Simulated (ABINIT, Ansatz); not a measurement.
# How the form of the self-energy moves the gap of CdF2 (Fm-3m), part 2 of 2

Aim: compare treatments of exchange, screening and correlation for the gap of CdF2 (Fm-3m).

ABINIT 10.8.3; PBE and many-body steps on it, plane waves. Known limits of the many-body steps: not at the basis limit; d shell near the gap, gap tends to lie low; no spin-orbit coupling; coarse k mesh.

So far. Step 5 (G0W0, von der Linden-Horsch plasmon pole): Against G0W0 in ABINIT (4×4×4 mesh, 64 bands, screening to 141.5 eV, Godby-Needs plasmon pole), the gap moves by −0.082 eV. Step 6 (G0W0, Hybertsen-Louie plasmon pole): Against G0W0 in ABINIT (4×4×4 mesh, 64 bands, screening to 141.5 eV, Godby-Needs plasmon pole), the gap moves by +0.529 eV.

**7. One-shot COHSEX**

This step: one-shot COHSEX on PBE, plane waves, norm-conserving pseudopotentials.

The input, run.abi:

```
acell 3*1.0 Angstrom
rprim 
  0.000000000000 2.694000000000 2.694000000000
  2.694000000000 -0.000000000000 2.694000000000
  2.694000000000 2.694000000000 -0.000000000000
ntypat 2
znucl 48 9
natom 3
typat 1 2 2
xred 
  0.000000000000 0.000000000000 0.000000000000
  0.250000000000 0.250000000000 0.250000000000
  0.750000000000 0.750000000000 0.750000000000
pp_dirpath "pseudos"
pseudos "Cd.upf, F.upf"
ecut 47
ngkpt 4 4 4
nshiftk 1
shiftk 0 0 0
kptopt 1
chksymbreak 0
istwfk *1
occopt 1
irdwfk 1
optdriver 4
nband 64
gwcalctyp 7
ecutsigx 47
symsigma 1
nkptgw 2
kptgw 
  -0.2500000000 0.5000000000 0.2500000000
  0.0000000000 0.0000000000 0.0000000000
bdgw 
  16 19
  15 21
ecuteps 5.2
irdscr 1
indata_prefix "in"
outdata_prefix "out"
tmpdata_prefix "tmp"
```

Run with:

```console
$ OMP_NUM_THREADS=1 mpirun -n 4 abinit run.abi > log
```

Output:

```text
.Version 10.8.3 of ABINIT. v10.8.2 released Aug 2026.

 Symmetries : space group Fm -3 m (#225); Bravais cF (face-center cubic)
[... echo of the input left out ...]
== DATASET  1 ==================================================================
-   mpi_nproc: 4, omp_nthreads: 1 (-1 if OMP is not activated)

--- !DatasetInfo
iteration_state: {dtset: 1, }
dimensions: {natom: 3, nkpt: 8, mband: 64, nsppol: 1, nspinor: 1, nspden: 1, mpw: 4092, }
cutoff_energies: {ecut:  47.0, pawecutdg:  -1.0, }
[...]
Band     E0 <VxcDFT>   SigX SigC(E0)      Z dSigC/dE  Sig(E)    E-E0       E
[...]
20  15.876 -10.202  -4.669  -5.114   1.000   0.000  -9.783   0.419  16.295
       21  15.876 -10.202  -4.669  -5.114   1.000   0.000  -9.783   0.419  16.295

== END DATASET(S) ==============================================================
================================================================================

 -outvars: echo values of variables after computation  --------
           etotal      0.0000000000E+00
            nband          64
             nkpt           8
          spgroup         225
 [... the other variables as echoed above ...]

 Calculation completed.
```

It took 3 s on 4 MPI ranks of Arm Neoverse V2, shared host; peak memory 0.24 GiB; 12 s of CPU time.

This step gave:

```
quasiparticle gap on the points computed              : 6.578 eV
starting gap on the mesh                              : 3.124 eV
k of the valence top                                  : -0.25, 0.5, 0.25
k of the conduction bottom                            : 0, 0, 0
least direct quasiparticle gap on the computed points : 7.321 eV
```

Against G0W0 in ABINIT (4×4×4 mesh, 64 bands, screening to 141.5 eV, Godby-Needs plasmon pole), the gap moves by +1.234 eV.

**8. One-shot Hartree-Fock**

This step: one-shot Hartree-Fock on PBE, plane waves, norm-conserving pseudopotentials.

Edit run.abi of step 7 so:

```diff
@@ -25,4 +25,4 @@
 optdriver 4
-nband 64
-gwcalctyp 7
+nband 21
+gwcalctyp 5
 ecutsigx 47
@@ -36,4 +36,4 @@
   15 21
-ecuteps 5.2
-irdscr 1
+ixc_sigma 40
+fftgw 31
 indata_prefix "in"
```

Output:

```text
.Version 10.8.3 of ABINIT. v10.8.2 released Aug 2026.

 Symmetries : space group Fm -3 m (#225); Bravais cF (face-center cubic)
[... echo of the input left out ...]
== DATASET  1 ==================================================================
-   mpi_nproc: 4, omp_nthreads: 1 (-1 if OMP is not activated)

--- !DatasetInfo
iteration_state: {dtset: 1, }
dimensions: {natom: 3, nkpt: 8, mband: 21, nsppol: 1, nspinor: 1, nspden: 1, mpw: 4092, }
cutoff_energies: {ecut:  47.0, pawecutdg:  -1.0, }
[...]
Band     E0 <VxcDFT>   SigX SigC(E0)      Z dSigC/dE  Sig(E)    E-E0       E
[...]
20  15.876 -10.202  -4.669   0.000   1.000   0.000  -4.669   5.533  21.409
       21  15.876 -10.202  -4.669   0.000   1.000   0.000  -4.669   5.533  21.409

== END DATASET(S) ==============================================================
================================================================================

 -outvars: echo values of variables after computation  --------
           etotal      0.0000000000E+00
            nband          21
             nkpt           8
          spgroup         225
 [... the other variables as echoed above ...]

 Calculation completed.
```

The job ended after 2.8 s (4 MPI ranks; peak memory 0.22 GiB).

Numbers from this step:

| Quantity | Value |
| --- | --- |
| quasiparticle gap on the points computed | 14.77 eV |
| starting gap on the mesh | 3.124 eV |
| k of the valence top | -0.25, 0.5, 0.25 |
| k of the conduction bottom | 0, 0, 0 |
| least direct quasiparticle gap on the computed points | 15.41 eV |

Against G0W0 in ABINIT (4×4×4 mesh, 64 bands, screening to 141.5 eV, Godby-Needs plasmon pole), the gap moves by +9.427 eV.

**9. Screening, 4×4×4 mesh, 64 bands, screening to 141.5 eV**

This step: RPA screening on PBE, plane waves, norm-conserving pseudopotentials.

Edit run.abi of step 8 so:

```diff
@@ -24,16 +24,14 @@
 irdwfk 1
-optdriver 4
-nband 21
-gwcalctyp 5
-ecutsigx 47
-symsigma 1
-nkptgw 2
-kptgw 
-  -0.2500000000 0.5000000000 0.2500000000
-  0.0000000000 0.0000000000 0.0000000000
-bdgw 
-  16 19
-  15 21
-ixc_sigma 40
-fftgw 31
+optdriver 3
+nband 64
+ecuteps 5.2
+inclvkb 2
+awtr 1
+symchi 1
+gwcalctyp 2
+nfreqre 16
+freqremax 40 eV
+nfreqim 8
+spmeth 1
+nomegasf 120
 indata_prefix "in"
```

Output:

```text
.Version 10.8.3 of ABINIT. v10.8.2 released Aug 2026.

 Symmetries : space group Fm -3 m (#225); Bravais cF (face-center cubic)
[... echo of the input left out ...]
== DATASET  1 ==================================================================
-   mpi_nproc: 4, omp_nthreads: 1 (-1 if OMP is not activated)

--- !DatasetInfo
iteration_state: {dtset: 1, }
dimensions: {natom: 3, nkpt: 8, mband: 64, nsppol: 1, nspinor: 1, nspden: 1, mpw: 4092, }
cutoff_energies: {ecut:  47.0, pawecutdg:  -1.0, }
electrons: {nelect:   3.40000000E+01, charge:   0.00000000E+00, occopt:   1.00000000E+00, tsmear:   1.00000000E-02, }

 SCREENING: Calculation of the susceptibility and dielectric matrices

 Based on a program developped by R.W. Godby, V. Olevano, G. Onida, and L. Reining.
 Incorporated in ABINIT by V. Olevano, G.-M. Rignanese, and M. Torrent.
.Using double precision arithmetic ; gwpc =  8

[... cell and pseudopotentials left out ...]
--------------------------------------------------------------------------------

 ==== K-mesh for the wavefunctions ====
 Number of points in the irreducible wedge :     8
[... list of points left out ...]
 Together with 48 symmetry operations and time-reversal symmetry
 yields    64 points in the full Brillouin Zone.

 ==== Q-mesh for the screening function ====
 Number of points in the irreducible wedge :     8
[... list of points left out ...]
 Together with 48 symmetry operations and time-reversal symmetry
 yields    64 points in the full Brillouin Zone.

 setmesh: FFT mesh size selected  =    30x   30x   30
          total number of points  =        27000

 vcoul_init : cutoff-mode = AUXILIARY_FUNCTION
 q-points for optical limit:   1
     1)      0.000010    0.000020    0.000030

- screening: taking advantage of time-reversal symmetry
- Maximum band index for partially occupied states nbvw = 17
- Remaining bands to be divided among processors   nbcw = 47
- Number of bands treated by each node ~11

 Number of electrons calculated from density =   34.0000; Expected =   34.0000
 average of density, n =  0.128843
 r_s =    1.2282
 omega_plasma =   34.6246 [eV]

 calculating chi0 at frequencies [eV] :
  1    0.000000E+00    0.000000E+00
  2    2.666667E+00    0.000000E+00
  3    5.333333E+00    0.000000E+00
[...]
23    0.000000E+00    8.818295E+01
 24    0.000000E+00    1.241626E+02

--------------------------------------------------------------------------------
  q-point number  1        q = ( 0.000000, 0.000000, 0.000000) [r.l.u.]
--------------------------------------------------------------------------------
[... chi0 elements left out ...]
  [... further frequencies ...]

 No. of calculated frequencies >  15, stop printing
 For q-point:  0.000010 0.000020 0.000030
  dielectric constant =   2.7611
  dielectric constant without local fields =   2.9006

  Average fulfillment of the sum rule on Im[epsilon] for q-point    1 :     40.35  [%]
[... wings left out ...]
  q-point number  2        q = ( 0.250000, 0.000000, 0.000000) [r.l.u.]
--------------------------------------------------------------------------------
[... chi0 elements left out ...]
  [... further frequencies ...]

 No. of calculated frequencies >  15, stop printing
  Average fulfillment of the sum rule on Im[epsilon] for q-point    2 :     57.45  [%]

 [... 6 further q-points ...]
```

Run time: 23 s. Hardware: 4 MPI ranks; peak memory 1 GiB.

This step gave:

```
ε∞ with local fields, on this mesh, along the program's q direction : 2.761
the same without local fields                                       : 2.901
plasma frequency                                                    : 34.62 eV
plane waves in the screening matrix                                 : 169
```

**10. G0W0, contour deformation**

This step: G0W0 on PBE, plane waves, norm-conserving pseudopotentials.

Edit run.abi of step 9 so:

```diff
@@ -24,14 +24,16 @@
 irdwfk 1
-optdriver 3
+optdriver 4
 nband 64
+gwcalctyp 2
+ecutsigx 47
+symsigma 1
+nkptgw 2
+kptgw 
+  -0.2500000000 0.5000000000 0.2500000000
+  0.0000000000 0.0000000000 0.0000000000
+bdgw 
+  16 19
+  15 21
 ecuteps 5.2
-inclvkb 2
-awtr 1
-symchi 1
-gwcalctyp 2
-nfreqre 16
-freqremax 40 eV
-nfreqim 8
-spmeth 1
-nomegasf 120
+irdscr 1
 indata_prefix "in"
```

Output:

```text
.Version 10.8.3 of ABINIT. v10.8.2 released Aug 2026.

 Symmetries : space group Fm -3 m (#225); Bravais cF (face-center cubic)
[... echo of the input left out ...]
== DATASET  1 ==================================================================
-   mpi_nproc: 4, omp_nthreads: 1 (-1 if OMP is not activated)

--- !DatasetInfo
iteration_state: {dtset: 1, }
dimensions: {natom: 3, nkpt: 8, mband: 64, nsppol: 1, nspinor: 1, nspden: 1, mpw: 4092, }
cutoff_energies: {ecut:  47.0, pawecutdg:  -1.0, }
[...]
Band     E0 <VxcDFT>   SigX SigC(E0)      Z dSigC/dE  Sig(E)    E-E0       E
[...]
21  15.876 -10.202  -4.669  -3.947   0.838  -0.194  -8.874   1.328  17.204
       21   0.000   0.000   0.000  -0.018   0.000   0.000  -0.015  -0.015  -0.015

== END DATASET(S) ==============================================================
================================================================================

 -outvars: echo values of variables after computation  --------
           etotal      0.0000000000E+00
            nband          64
             nkpt           8
          spgroup         225
 [... the other variables as echoed above ...]

 Calculation completed.
```

The job ended after 4.4 s (4 MPI ranks; peak memory 0.75 GiB; 17 s of CPU time).

This step gave:

```yaml
g0w0_gap_on_the_points_computed: 5.323 eV
starting_gap_on_the_mesh: 3.124 eV
k_of_the_valence_top: -0.25, 0.5, 0.25
k_of_the_conduction_bottom: 0, 0, 0
least_direct_g0w0_gap_on_the_computed_points: 6.052 eV
```

Against G0W0 in ABINIT (4×4×4 mesh, 64 bands, screening to 141.5 eV, Godby-Needs plasmon pole), the gap moves by −0.021 eV.

**11. The runs together**

Times are wall times on 4 MPI ranks of Arm Neoverse V2, shared host, good to a factor of about two. A run's time includes the screening step that it read.

```tsv
run	mesh	bands	screening cutoff (eV)	DFT gap (eV)	gap on the mesh (eV)	direct (eV)	ε∞ used	time
G0W0, Godby-Needs plasmon pole	4×4×4	64	141.5	3.124	5.344	6.097	2.75	21 s
G0W0, von der Linden-Horsch plasmon pole	4×4×4	64	141.5	3.124	5.262	6.033	2.75	20 s
G0W0, Hybertsen-Louie plasmon pole	4×4×4	64	141.5	3.124	5.873	6.377	2.75	21 s
one-shot COHSEX	4×4×4	64	141.5	3.124	6.578	7.321	2.75	19 s
one-shot Hartree-Fock	4×4×4	-	-	3.124	14.771	15.414	-	2.8 s
G0W0, contour deformation	4×4×4	64	141.5	3.124	5.323	6.052	2.76	27 s
```

**12. Summary of results**

| Quantity | Value |
| --- | --- |
| G0W0, Godby-Needs plasmon pole | 5.344 eV |
| G0W0, von der Linden-Horsch plasmon pole | 5.262 eV |
| G0W0, Hybertsen-Louie plasmon pole | 5.873 eV |
| one-shot COHSEX | 6.578 eV |
| one-shot Hartree-Fock | 14.771 eV |
| G0W0, contour deformation | 5.323 eV |
| known limits | not at the basis limit; d shell near the gap, gap tends to lie low; no spin-orbit coupling; coarse k mesh |

What this shows: G0W0, von der Linden-Horsch plasmon pole: −0.082 eV against G0W0, Godby-Needs plasmon pole. G0W0, Hybertsen-Louie plasmon pole: +0.529 eV against G0W0, Godby-Needs plasmon pole. One-shot COHSEX: +1.234 eV against G0W0, Godby-Needs plasmon pole. One-shot Hartree-Fock: +9.427 eV against G0W0, Godby-Needs plasmon pole. G0W0, contour deformation: −0.021 eV against G0W0, Godby-Needs plasmon pole. Bare exchange alone opens the gap to 14.77 eV; against G0W0, correlation takes back 9.43 eV. Static COHSEX lies above G0W0: it lacks the factor Z and overstates the Coulomb hole of the filled states. Bands and cutoff are finite, so the gap is not at the basis limit. The miss can reach some tenths of an eV and take either sign; the mesh is an error of its own. In the G0W0 runs levels were corrected at 2 k points alone, so a gap called «on the mesh» is the least over those, and an edge elsewhere would be missed. The 4×4×4 mesh is coarse for this cell, which bears on the long-range parts of exchange and screening. A d shell, filled or nearly so, lies near the gap. One-shot GW converges very slowly in bands there, not always from below, and on a semilocal start the gap tends to come out low; starts rich in exact exchange can overshoot instead. The many-body steps are scalar-relativistic: spin-orbit coupling is not in them.

[Paths, hosts, dates, memory and timing lines, banners, echoed tables and standing remarks are left out of the program output.]

[Logs are printed without paths, hosts, clocks, repeated set-up lines and the standing remarks that a program may print on its own settings, such as how far it seeks lower states.]

[Runs of the session that timed out or met a known fault of the program may be left out.]

[Hosts, paths, dates, database ids (printed as entryN), source tags and the programs' standing remarks are cut or masked in the printed files.]

[G0W0 gaps are taken among the corrected bands and points alone; a level outside them can change the order at an edge.]

[Where Ansatz stands beside ABINIT at settings called matched, ABINIT's density can come from a denser mesh and the files from another edition; pairs whose starting gaps differed by over 0.03 eV were left out, so agreement reads better than it is.]
